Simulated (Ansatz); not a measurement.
# MgBe3S4, from a guessed structure to a relaxed one, part 2 of 2

Starting from a made-up structure for MgBe3S4, the aim is the relaxed cell, its shortest contacts and, where a second run follows, its electronic structure.

Ansatz 0.2.0; DFT, PBE, plane-wave PAW, files of the set soft_1, scalar-relativistic, no spin, cell and ions relaxed at zero pressure; PAW set soft_1 (the session's first sound run).

So far: Set-up; Relaxing cell and atoms.

## Step 3: Electronic structure of the relaxed cell

A second self-consistent run takes a narrower smearing and the mesh shown in its input; the bands follow along the standard path of the relaxed lattice.

This step: DFT, PBE, plane-wave PAW, files of the set soft_1, scalar-relativistic, no spin, bands and density of states at the relaxed cell; PAW set soft_1 (Ansatz 0.2.0).

input.yaml

```yaml
crystal:
  lattice:
    - [5.8864432702, 0.0, 0.0371668367]
    - [0.0, 3.559991326, 0.0]
    - [-0.0352588649, 0.0, 6.2978513242]
  atoms:
    - { symbol: S, position: [0.6365208675, 0.0, 0.304319418] }
    - { symbol: S, position: [0.6432308856, 0.5, 0.8647748888] }
    - { symbol: S, position: [0.1336279875, 0.5, 0.1637446793] }
    - { symbol: S, position: [0.0871091656, 0.0, 0.6600008373] }
    - { symbol: Mg, position: [0.4969896038, 0.0, 0.6605186735] }
    - { symbol: Be, position: [-0.0005674552, 0.0, 0.3216424341] }
    - { symbol: Be, position: [0.9957212196, 0.5, 0.8378132083] }
    - { symbol: Be, position: [0.5034677256, 0.5, 0.1642858607] }
kpoints:
  mp_grid: { grid: [6, 10, 6] }
  band_path:
    path:
      - [[0.0, 0.0, 0.0], [0.0, 0.0, -0.5], [-0.49966593, 0.0, -0.50038244], [-0.5, 0.0, -0.5], [-0.5, -0.5, -0.5], [-0.50033407, -0.5, -0.49961756], [-0.5, -0.5, 0.0], [-0.5, 0.0, 0.0], [-0.50033407, 0.0, -0.49961756]]
      - [[-0.49966593, -0.5, -0.50038244], [0.0, -0.5, -0.5], [0.0, -0.5, 0.0]]
      - [[0.0, 0.0, -0.5], [0.0, -0.5, -0.5]]
    npoints: 7
scf:
  occupations: { method: fermi_dirac, width: 0.03 }
  n_extra_bands: 12
hamiltonian:
  xc: pbe
  pseudopotentials: { kind: paw, azcp: { folder: soft_1 } }
output:
  forces: true
  stress: true
  write_bands: true
  dos: { projected: true }
  write_density: true
  write_potential: true
  elf: true
  volumetric_format: npy
```

On the command line:

```console
$ ansatz run input.yaml --threads 4 --pin off --max-ram 10240MiB --backend cpu --events-out ev --progress --plain --runs-dir out
```

Numbers of over 12 decimals in the logs are rounded to 6 here.

Output:

```text
[...]
Crystal: 8 atoms, lattice volume = 131.980 Å³
Basis set: ecut = 420 eV, 2585 PW (Γ), exchange–correlation on 80×48×90 points (8 copies of the dense FFT grid, shifted against one another)
Bands: 32, of which v1, the nominal top of the filled ones, is band 20 counted from 1 (19 counted from 0)
Symmetry: 2 space group operations
[...]
k-points: 120 of 360 (time reversal used)
[...]
SCF iter   1: F=—  HF=-5819.822829 eV  |F-HF|=—  |Δ(HF+E_count)|=         —  Δρ=4.48e-2  dr2=2.93e0  ethr=3.10e-3  ⟨swp⟩=9.9  Hψ=23684  notcnv=0  defer=23
[...]
SCF iter   8: F=-5818.979902 eV  HF=-5818.979902 eV  |F-HF|=5.01e-9  |Δ(HF+E_count)|=   3.84e-7  Δρ=3.24e-6  dr2=1.86e-8  ethr=2.50e-10  ⟨swp⟩=18.5  Hψ=34468  notcnv=0
SCF 1 converged in 8 iterations: F = -5818.979902 eV  dr2 = 1.86e-8
[...]
NSCF: frozen V_eff on 80 k-points
SCF converged after 8 iterations
Free energy (F): -5818.979902 eV
[...]
Internal energy: -5818.979902 eV  (E = F + TS)
E sigma→0 (E₀):  -5818.979902 eV
Fermi energy:    6.659911 eV
[...]
--- Forces (eV/Å), atoms counted from 1 ---
  atom   1  S      0.00239203    -0.00000000     0.00133798
  atom   2  S      0.00178306     0.00000000    -0.00679717
  atom   3  S     -0.00251660    -0.00000000    -0.00022446
  atom   4  S     -0.00524715     0.00000000    -0.00178345
  atom   5  Mg    -0.00012608     0.00000000    -0.00086769
  atom   6  Be    -0.00426557     0.00000000    -0.00643089
  atom   7  Be    -0.00047972    -0.00000000     0.00838285
  atom   8  Be     0.00850378     0.00000000     0.00637544
  max |Σ_I F_I| component: 4.38e-5 eV/Å
--- Stress (GPa, compression-positive) ---
       -0.009009       0.000000      -0.003998
        0.000000      -0.011275       0.000000
       -0.003994       0.000000       0.032122
  P = ⅓ Tr σ = 0.0039 GPa (0.039 kbar)
--- Band table (eV; the first three rows and the last of 120) ---
  k-point 0: bands = [... 16 lower, 3.9906, 4.4387, 4.5974, 4.7961, 8.7321, 9.1155, 9.4066, 9.9970, ... 8 higher]
  k-point 1: bands = [... 16 lower, 3.9719, 4.2237, 4.4149, 4.7746, 8.8205, 9.3797, 9.6029, 10.1201, ... 8 higher]
  k-point 2: bands = [... 16 lower, 3.4837, 3.9720, 4.2386, 4.7188, 9.0289, 9.5323, 9.9770, 10.3827, ... 8 higher]
  k-point 119: bands = [... 16 lower, 2.8376, 3.1708, 3.3747, 3.7057, 8.5284, 8.5871, 8.7705, 9.3994, ... 8 higher]
```

Wall time 6 s (4 threads of AMD EPYC 9B45 (Zen 5), shared host); peak memory 0.7 GiB.

In the SCF lines HF is the Harris–Foulkes energy and dr2 the Hartree energy of the density residual, in eV; the loop may stop once dr2 is under the threshold and the program's other checks hold. Hψ counts applications of the Hamiltonian.

Numbers from this step:

```yaml
free_energy: -5818.9799 eV
fermi_energy: 6.660 eV
gap_by_band_count: 3.732 eV
pressure: 0.003946 GPa
gap_on_the_k_mesh: 3.732 eV
```

From bands.tsv. Electronic bands along the path, in eV, zero at the valence top; v1 is the highest filled band, c1 the lowest empty one:

| point | v4 | v3 | v2 | v1 | c1 | c2 | c3 | c4 |
| --- | --- | --- | --- | --- | --- | --- | --- | --- |
| Γ | -0.81 | -0.36 | -0.20 | 0.00 | 3.94 | 4.32 | 4.61 | 5.20 |
| 0.43 of the way | -0.83 | -0.77 | -0.42 | -0.04 | 4.08 | 4.69 | 4.90 | 5.41 |
| Y | -0.94 | -0.82 | -0.81 | -0.11 | 4.44 | 4.58 | 5.40 | 5.69 |
| 0.43 of the way | -1.15 | -0.99 | -0.78 | -0.19 | 4.26 | 4.47 | 5.05 | 5.81 |
| H | -1.51 | -1.43 | -1.03 | -0.31 | 4.31 | 4.57 | 4.81 | 5.27 |
| 0.43 of the way | -1.51 | -1.43 | -1.03 | -0.31 | 4.31 | 4.57 | 4.81 | 5.27 |
| C | -1.51 | -1.43 | -1.03 | -0.31 | 4.31 | 4.57 | 4.81 | 5.27 |
| 0.57 of the way | -2.05 | -1.70 | -1.13 | -1.06 | 4.32 | 4.60 | 4.80 | 5.02 |
| E | -1.96 | -1.63 | -1.42 | -1.09 | 3.73 | 3.79 | 3.97 | 4.60 |
| 0.43 of the way | -1.96 | -1.63 | -1.42 | -1.09 | 3.73 | 3.79 | 3.97 | 4.60 |
| M1 | -1.96 | -1.63 | -1.42 | -1.09 | 3.73 | 3.79 | 3.97 | 4.60 |
| 0.43 of the way | -1.94 | -1.68 | -1.67 | -0.90 | 4.15 | 4.27 | 4.36 | 4.76 |
| A | -1.93 | -1.72 | -1.67 | -0.78 | 4.68 | 4.90 | 4.99 | 5.78 |
| 0.43 of the way | -1.72 | -1.61 | -1.30 | -0.74 | 4.87 | 4.98 | 5.27 | 5.89 |
| X | -1.02 | -0.86 | -0.46 | -0.16 | 3.88 | 3.95 | 4.75 | 5.33 |
| 0.57 of the way | -1.46 | -1.11 | -0.92 | -0.25 | 4.04 | 4.31 | 5.01 | 5.54 |
| H1 | -1.51 | -1.43 | -1.03 | -0.31 | 4.31 | 4.57 | 4.81 | 5.27 |
| jump to M | -1.96 | -1.63 | -1.42 | -1.09 | 3.73 | 3.79 | 3.97 | 4.60 |
| 0.57 of the way | -1.75 | -1.56 | -1.28 | -0.92 | 3.89 | 3.90 | 4.06 | 4.69 |
| D | -1.92 | -1.85 | -1.12 | -0.81 | 3.79 | 4.01 | 4.79 | 5.23 |
| 0.43 of the way | -1.94 | -1.78 | -1.37 | -1.16 | 4.26 | 4.63 | 4.73 | 4.94 |
| Z | -2.06 | -1.96 | -1.68 | -1.61 | 4.11 | 4.49 | 6.12 | 6.67 |
| jump to Y | -0.94 | -0.82 | -0.81 | -0.11 | 4.44 | 4.58 | 5.40 | 5.69 |
| 0.43 of the way | -1.40 | -1.24 | -1.02 | -0.73 | 4.76 | 5.05 | 5.47 | 5.92 |
| D | -1.92 | -1.85 | -1.12 | -0.81 | 3.79 | 4.01 | 4.79 | 5.23 |

States per cell as run, both spins, in windows of 1 eV, from dos.tsv (zero at the valence-band top):

| from | to | total |
| --- | --- | --- |
| -8 | -7 | 0.00 |
| -7 | -6 | 0.00 |
| -6 | -5 | 0.21 |
| -5 | -4 | 4.91 |
| -4 | -3 | 4.04 |
| -3 | -2 | 5.51 |
| -2 | -1 | 6.26 |
| -1 | 0 | 3.07 |
| 0 | 1 | 0.00 |
| 1 | 2 | 0.00 |
| 2 | 3 | 0.00 |
| 3 | 4 | 0.23 |
| 4 | 5 | 4.58 |
| 5 | 6 | 4.41 |
| 6 | 7 | 6.18 |
| 7 | 8 | 5.17 |

A further 16.0 states lie below the table's range.

Valence density in the ac plane at fractional y = 0.000, with atoms of S and Mg and Be within 0.2 Å of it. It is the smooth field of the valence electrons, not physical close to the nuclei.

Ten steps, logarithmic in the rise over the least value, from '_' (0 e/Å³) to '@' (24 e/Å³), each cell a mean:
```
________________________________
________________________________
........______________________..
------::..____::--..__________::
--------::..--##%%++..______..::
--..----::..==@@@@##..______..--
--------::..--##%%++..______..::
------::..____::::....______..::
::::::..________..::::....__....
......________..::------::......
__..__________..----------::....
______________..----..----::..__
__..__________..----------::....
______________..::------::..____
________________....::....______
________________________________
________________________________
```
Columns run along a (5.9 Å), rows up along c (6.3 Å). Atoms in or near the plane, at fractional coordinates: S at (0.64, 0.30), S at (0.09, 0.66), Mg at (0.50, 0.66), Be at (0.00, 0.32).

ELF in the ac plane at fractional y = 0.000, with atoms of S and Mg and Be within 0.2 Å of it. It is the smooth field of the valence electrons, not physical close to the nuclei.

Values, 17 rows by 16 columns, each cell a mean:
```
0.04 0.04 0.03 0.02 0.01 0.01 0.01 0.03 0.04 0.05 0.05 0.03 0.02 0.01 0.01 0.03
0.28 0.30 0.25 0.18 0.10 0.04 0.03 0.05 0.08 0.10 0.09 0.06 0.04 0.02 0.05 0.16
0.66 0.67 0.63 0.55 0.42 0.18 0.04 0.03 0.06 0.10 0.11 0.08 0.05 0.04 0.17 0.48
0.80 0.74 0.75 0.79 0.73 0.35 0.05 0.12 0.15 0.07 0.07 0.08 0.05 0.08 0.39 0.74
0.63 0.27 0.48 0.84 0.85 0.39 0.15 0.30 0.28 0.24 0.06 0.05 0.04 0.16 0.58 0.81
0.38 0.02 0.25 0.83 0.88 0.38 0.22 0.23 0.14 0.31 0.08 0.03 0.04 0.21 0.66 0.82
0.67 0.32 0.51 0.86 0.86 0.39 0.15 0.31 0.28 0.25 0.07 0.07 0.06 0.18 0.62 0.84
0.90 0.87 0.85 0.84 0.75 0.36 0.05 0.12 0.16 0.17 0.36 0.40 0.17 0.12 0.46 0.83
0.90 0.90 0.82 0.67 0.43 0.16 0.11 0.29 0.56 0.79 0.87 0.77 0.50 0.23 0.29 0.69
0.58 0.67 0.54 0.32 0.13 0.06 0.23 0.67 0.88 0.91 0.88 0.85 0.78 0.58 0.32 0.31
0.04 0.12 0.18 0.12 0.04 0.05 0.28 0.69 0.82 0.61 0.38 0.63 0.87 0.85 0.52 0.05
0.00 0.04 0.14 0.11 0.04 0.04 0.28 0.67 0.72 0.21 0.02 0.38 0.88 0.91 0.64 0.03
0.05 0.14 0.20 0.13 0.05 0.04 0.23 0.64 0.78 0.50 0.26 0.58 0.88 0.87 0.58 0.08
0.16 0.22 0.19 0.11 0.04 0.03 0.15 0.54 0.79 0.81 0.76 0.80 0.80 0.68 0.36 0.13
0.14 0.15 0.12 0.07 0.03 0.02 0.07 0.30 0.58 0.69 0.70 0.65 0.54 0.33 0.14 0.10
0.06 0.07 0.05 0.04 0.02 0.01 0.03 0.08 0.18 0.24 0.25 0.20 0.13 0.06 0.03 0.04
0.02 0.03 0.02 0.02 0.01 0.01 0.01 0.02 0.03 0.04 0.03 0.03 0.02 0.01 0.01 0.02
```
Columns run along a (5.9 Å), rows up along c (6.3 Å). Atoms in or near the plane, at fractional coordinates: S at (0.64, 0.30), S at (0.09, 0.66), Mg at (0.50, 0.66), Be at (0.00, 0.32).

Electrostatic potential energy in the ac plane at fractional y = 0.000, with atoms of S and Mg and Be within 0.2 Å of it. With pseudopotentials it is smooth inside the atoms' cores, unlike the true potential.

Ten even steps from '0' (-39 eV) to '9' (10 eV), each cell a mean:
```
9999999999999999
9999999999999999
9889998888999999
6457987546899998
1004884002799996
0213772000689995
1004884002789996
5457987546899998
8889999888899998
5789999985468986
1479999851015862
0379999830204851
3589999850115874
7899999985358987
9999999998899999
9999999999999999
9999999999999999
```
Columns run along a (5.9 Å; values clipped at the 3rd and 97th percentile), rows up along c (6.3 Å). Atoms in or near the plane, at fractional coordinates: S at (0.64, 0.30), S at (0.09, 0.66), Mg at (0.50, 0.66), Be at (0.00, 0.32).

## Step 4: Outcome

```
space group, relaxed : Pm
conventional cell    : a = 5.887, b = 3.560, c = 6.298 Å; α = 90.0°, β = 90.0°, γ = 90.0°
volume per atom      : 16.50 Å³ (guess 18.41)
```

MgBe3S4 relaxes to Pm with a = 5.887, b = 3.560 and c = 6.298 Å. The guessed volume was 12 % too large. The space group Pm was held in the relaxation, so the end point is a stationary structure within it and may be a saddle against distortions or other arrangements. It has an indirect Kohn–Sham gap of 3.72 eV, which semilocal functionals understate. On the 6×10×6 mesh with the narrower smearing (relaxed on 5×7×4) the largest force component is 0.009 eV/Å and the largest stress component is 0.032 GPa, within the relaxation's thresholds of 0.015 eV/Å and 0.05 GPa. The cutoff wasn't tested. No dispersion term is used, so weakly bound directions may come out too long. Nothing here tests whether the compound is stable against decomposition.

[Logs are printed without paths, hosts, clocks, repeated set-up lines and the standing remarks that a program may print on its own settings, such as how far it seeks lower states.]

[Hosts, paths, dates, database ids (printed as entryN), source tags and the programs' standing remarks are cut or masked in the printed files.]
